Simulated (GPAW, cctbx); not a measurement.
# How far are the atoms of Hg2Pb from free atoms?

Aim: compute the bonding part of the density of Hg2Pb, find which reflections carry it, and see how it biases an ordinary refinement.

The cell comes from substitution in a known structure type and wasn't matched to any measured phase. All numbers below are calculated.

**1. Find the equilibrium geometry**

The density hangs on the geometry, so cell and atoms are relaxed first, with the symmetry held. The cutoff is set higher than for the density because stress converges slowly with plane waves.

Settings: GPAW 26.7.0, PBE, 570 eV, 6×5×5 k-points (along the axes of the calculation cell), Fermi–Dirac width 0.1 eV, BFGS to 0.03 eV/Å.

```text
cell
1.0
     0.000000000    0.000000000    3.448000000
     4.808000000    0.000000000    0.000000000
    -2.404000000    4.163850141    0.000000000
Pb Hg
1 2
Direct
0.000000000 0.000000000 0.000000000
0.500000000 0.666666667 0.333333333
0.500000000 0.333333333 0.666666667
```

```console
$ OMP_NUM_THREADS=1 mpirun -n 4 gpaw python run.py > gpaw.log
```

```text
BFGS:    0       -5.006975        2.141107
BFGS:    1       -5.149214        1.746480
BFGS:    2       -5.469167        0.439807
BFGS:    3       -5.492267        0.171253
...
BFGS:    8       -5.522113        0.282862
BFGS:    9       -5.533715        0.111597
BFGS:   10       -5.535973        0.010016
cell  3.3790 5.3001 5.3001  120.00 90.00 90.00
volume 82.203 A^3, largest force 0.000 eV/A, largest stress 0.06 GPa
```

The cell moved far, while the k-mesh and basis were chosen for the start, so the final shape may be somewhat biased.

After 10 steps the volume has changed by +19.1 % and the energy by -0.529 eV; the largest stress left is 0.06 GPa. It took 56 s on 4 cores of AMD EPYC 9R14 (Zen 4) (shared host), peak memory 0.97 GiB.

Relaxed structure: P6/mmm (no. 191), a = 5.3001 Å, b = 5.3001 Å, c = 3.3790 Å, α = 90.00°, β = 90.00°, γ = 120.00°.

```csv
atom,mult.,x,y,z
Pb1,1,0,0,0
Hg1,2,2/3,1/3,1/2
```

**2. Density and charge transfer**

X-rays see the whole electron density, so the PAW density is rebuilt with its core regions. Subtracting spherical free atoms from the same code cancels the cores and leaves the deformation density Δρ, the part due to bonding.

Settings: PBE, 450 eV, 7×5×5 k-points (along the axes of the calculation cell), Fermi–Dirac width 0.1 eV; primitive cell of 3 atoms.

```console
$ OMP_NUM_THREADS=1 mpirun -n 4 gpaw python run.py > gpaw.log
```

```text
|iter:   1|       0s |   -5.415177 | -0.13 |       |
|iter:   2|       0s |   -5.390255 | -2.26 | -1.63 |
|iter:   3|       1s |   -5.343834 | -2.44 | -1.67 |
...
|iter:   8|       3s |   -5.375261c| -5.78 | -4.14c|
|iter:   9|       3s |   -5.375267c| -6.32 | -4.71c|
|iter:  10|       3s |   -5.375267c| -7.73c| -5.36c|
```

```text
grid (36, 54, 54)  electrons 242.000  moved by bonding 0.432 e
deformation density beyond 0.5 A of the nuclei: max 0.021, min -0.037 e/A^3
atom        x       y       z   Voronoi charge  moment
Pb1    0.0000  0.0000  0.0000     -0.010       0.00
Hg2    0.5000  0.6667  0.3333      0.005       0.00
Hg3    0.5000  0.3333  0.6667      0.005       0.00
mean inner potential of superposed free atoms 20.271 V
total magnetic moment 0.000 muB
```

Deformation density in a plane through the shortest contact of the Hg atom at the origin, in 0.01 e/Å³ (clipped at ±99); x from -1.6 to 4.7 Å, y from 2.4 down to -2.4 Å:

```text
  .   .  -2  -1   1   1   1   1   1   1   1   1  -1  -2   .   .
 -1  -2  -3   1   1   1   1   1   1   1   1   2   1  -3  -2  -1
 -3  -2   1   2   2   1   1   1   1   1   1   2   2   1  -2  -3
  1   2   2   0  -1   0   1   1   1   1   0  -1   0   2   2   1
  2   1  -2  -3  -2  -3  -1   1   1  -1  -3  -2  -3  -2   1   2
  1   0  -3   1   .  -1  -3   1   1  -3  -1   .   1  -3   0   1
  1  -1  -2   .   .   2  -3   1   1  -3   2   .   .  -2  -1   1
  1   0  -3   1   .  -1  -3   1   1  -3  -1   .   1  -3   0   1
  2   1  -2  -3  -2  -3  -1   1   1  -1  -3  -2  -3  -2   1   2
  1   2   2   0  -1   0   1   1   1   1   0  -1   0   2   2   1
 -3  -2   1   2   2   1   1   1   1   1   1   2   2   1  -2  -3
 -1  -2  -3   1   2   1   1   1   1   1   1   1   1  -3  -2  -1
  .   .  -2  -1   1   1   1   1   1   1   1   1  -1  -2   .   .
```

Atoms in or within 0.15 Å of the plane: Hg (0.0, 0.0), Hg (3.1, 0.0) Å. Dots mark points within about 0.45 Å of a nucleus; large values next to them are atomic features.

Hardly any net charge crosses the Voronoi midplanes, which need not mean no transfer: free-atom tails already reach into the neighbours' cells. Along the shortest contact from the Hg atom at the map's origin, Hg–Hg at 3.06 Å, Δρ is +0.02 e/Å³ at the midpoint: little piles up between the atoms, as is usual in a metallic crystal, which this run finds. At the midpoints of other shortest contacts it is +0.01 (Pb–Pb, 3.38 Å) e/Å³. Point values carry grid noise of about 0.01 e/Å³. The run needed 10 iterations, 8.7 s.

**3. From the density to structure factors**

The Fourier components of Δρ, added to those of the free atoms, give the static X-ray structure factors; the Mott–Bethe relation turns them into the Fourier components V of the potential that fast electrons feel.

```text
static structure factors of the conventional cell: F in electrons, V (Mott-Bethe) in volts
   h  k  l      d  |F| table  |F| free   |F| DFT   change   |V| free  |V| DFT  change %
   1  0  0  4.5900     1.515     1.466     1.529    0.064     0.628    0.553    -11.9
   0  0  1  3.3790    70.918    70.940    70.870   -0.070     4.495    4.539      1.0
   1  0  1  2.7212   140.264   140.220   140.087   -0.133     8.993    9.047      0.6
   1  1  0  2.6500   208.437   208.385   208.204   -0.181    13.163   13.234      0.5
   2  0  0  2.2950     1.500     1.498     1.575    0.077     0.148    0.125    -15.4
   1  1  1  2.0852    63.307    63.249    63.171   -0.078     3.576    3.595      0.5
   2  0  1  1.8985   127.450   127.380   127.390    0.011     6.958    6.956     -0.0
   2  1  0  1.7349     1.510     1.576     1.590    0.015     0.071    0.069     -3.5
   0  0  2  1.6895   183.009   182.841   182.886    0.045     9.416    9.408     -0.1
   1  0  2  1.5855     1.504     1.578     1.573   -0.005     0.059    0.060      1.1
   2  1  1  1.5433   118.424   118.328   118.382    0.053     5.800    5.793     -0.1
   3  0  0  1.5300   176.282   176.101   176.203    0.103     8.602    8.588     -0.2
   1  1  2  1.4246   171.212   171.042   171.108    0.067     8.030    8.022     -0.1
   3  0  1  1.3938    54.546    54.415    54.468    0.053     2.555    2.549     -0.2
```

The largest X-ray change is -0.18 e on 110, 0.1 % of |F|. For electrons V goes as (Z − F)/g², so a change of F counts against Z − F, which is small at low angle and wherever the atoms' terms cancel: |V| of 200 moves by -15.4 % (0.15 to 0.12 V) against +5.1 % in |F|. The last three rows still change by up to 0.10 e; the table stops while the angles are still low. The tabulated Hartree–Fock atoms differ from the free DFT atoms by up to 0.18 e, so the choice of reference atom matters too.

**4. How cheap can the run be?**

Cutoff and k-mesh: one is changed at a time, to find what the result needs.

| run | ΔF 110 (e) | ΔF 101 (e) | ΔF 300 (e) | q(Pb) (e) | moved (e) | time |
| --- | --- | --- | --- | --- | --- | --- |
| 450 eV 7×5×5 | -0.181 | -0.133 | +0.103 | -0.010 | 0.432 | 8.7 s |
| 250 eV 7×5×5 | -0.201 | -0.150 | +0.079 | +0.004 | 0.440 | 5.8 s |
| 350 eV 7×5×5 | -0.185 | -0.137 | +0.091 | -0.008 | 0.401 | 8.2 s |
| 750 eV 7×5×5 | -0.182 | -0.132 | +0.103 | -0.009 | 0.458 | 15 s |
| 450 eV 2×2×2 | -0.172 | -0.107 | +0.095 | -0.079 | 0.396 | 6.3 s |
| 450 eV 4×3×3 | -0.218 | -0.100 | +0.097 | -0.002 | 0.427 | 8.2 s |

Within 0.01 e of the base on all three: 750 eV 7×5×5. The largest error, 0.037 e, comes with 450 eV 4×3×3. Times are from shared hosts.

**5. What a spherical-atom refinement makes of it**

Routine crystallography fits spherical atoms. To see the bias, intensities are simulated from tabulated atoms plus the DFT change ΔF, so that bonding alone can misfit (5422 reflections of the full sphere, merged to the counts below, to 0.4 Å, 1 % proportional noise plus counting noise, assumed isotropic U as listed, Δρ smeared by the mean U) and refined with cctbx over different ranges.

| range | data | R1 | GooF | U Pb1 (true 0.0031) | U Hg1 (true 0.0032) | largest shift (Å) | Δρ max, min (e/Å³) |
| --- | --- | --- | --- | --- | --- | --- | --- |
| all data | 314 | 0.0029 | 0.93 | 0.0031 | 0.0032 | 0.0000 | 0.54, -0.83 |
| low resolution, d > 0.84 | 47 | 0.0028 | 1.02 | 0.0031 | 0.0031 | 0.0000 | 0.23, -0.17 |
| high order, d < 0.75 | 254 | 0.0029 | 0.91 | 0.0031 | 0.0032 | 0.0000 | 0.47, -0.84 |
| occupancies free, d > 0.7 | 70 | 0.0027 | 0.97 | 0.0031 | 0.0032 | 0.0000 | 0.31, -0.21 |

With all data GooF is 0.93, so at this noise the bonding hardly shows; the top residual peak, near noise level, lies 1.98 Å from Pb and 2.38 Å from Hg. No U is off by more than 3 s.u. at low resolution. Symmetry fixes every coordinate, so the shifts are zero by construction. With Pb1 held at 1 and the scale free, the other occupancies refine to Hg1 1.000(0.001), within three s.u. of full.

**6. Answer**

Bonding moves 0.43 e in the primitive cell of Hg2Pb and changes the structure factors of the conventional cell in the table above by at most 0.18 e (110, 0.1 %), and among reflections above 2 % of the strongest by up to 0.1 % (111). The shortest bond, Hg–Hg, has Δρ = +0.02 e/Å³ at its midpoint, with no localised bond charge. Within 0.01 e of the base on all three: 750 eV 7×5×5. The largest error, 0.037 e, comes with 450 eV 4×3×3. With all data GooF is 0.93, so at this noise the bonding hardly shows. Limits: static density, frozen cores, no spin–orbit coupling.

[Outputs are excerpts: Python notices, other lines and further rows are left out; steps that failed or that the build refused (PBEsol, TPSS) are not shown.]

[Logs are printed without paths, hosts, clocks, repeated set-up lines and the standing remarks that a program may print on its own settings, such as how far it seeks lower states.]
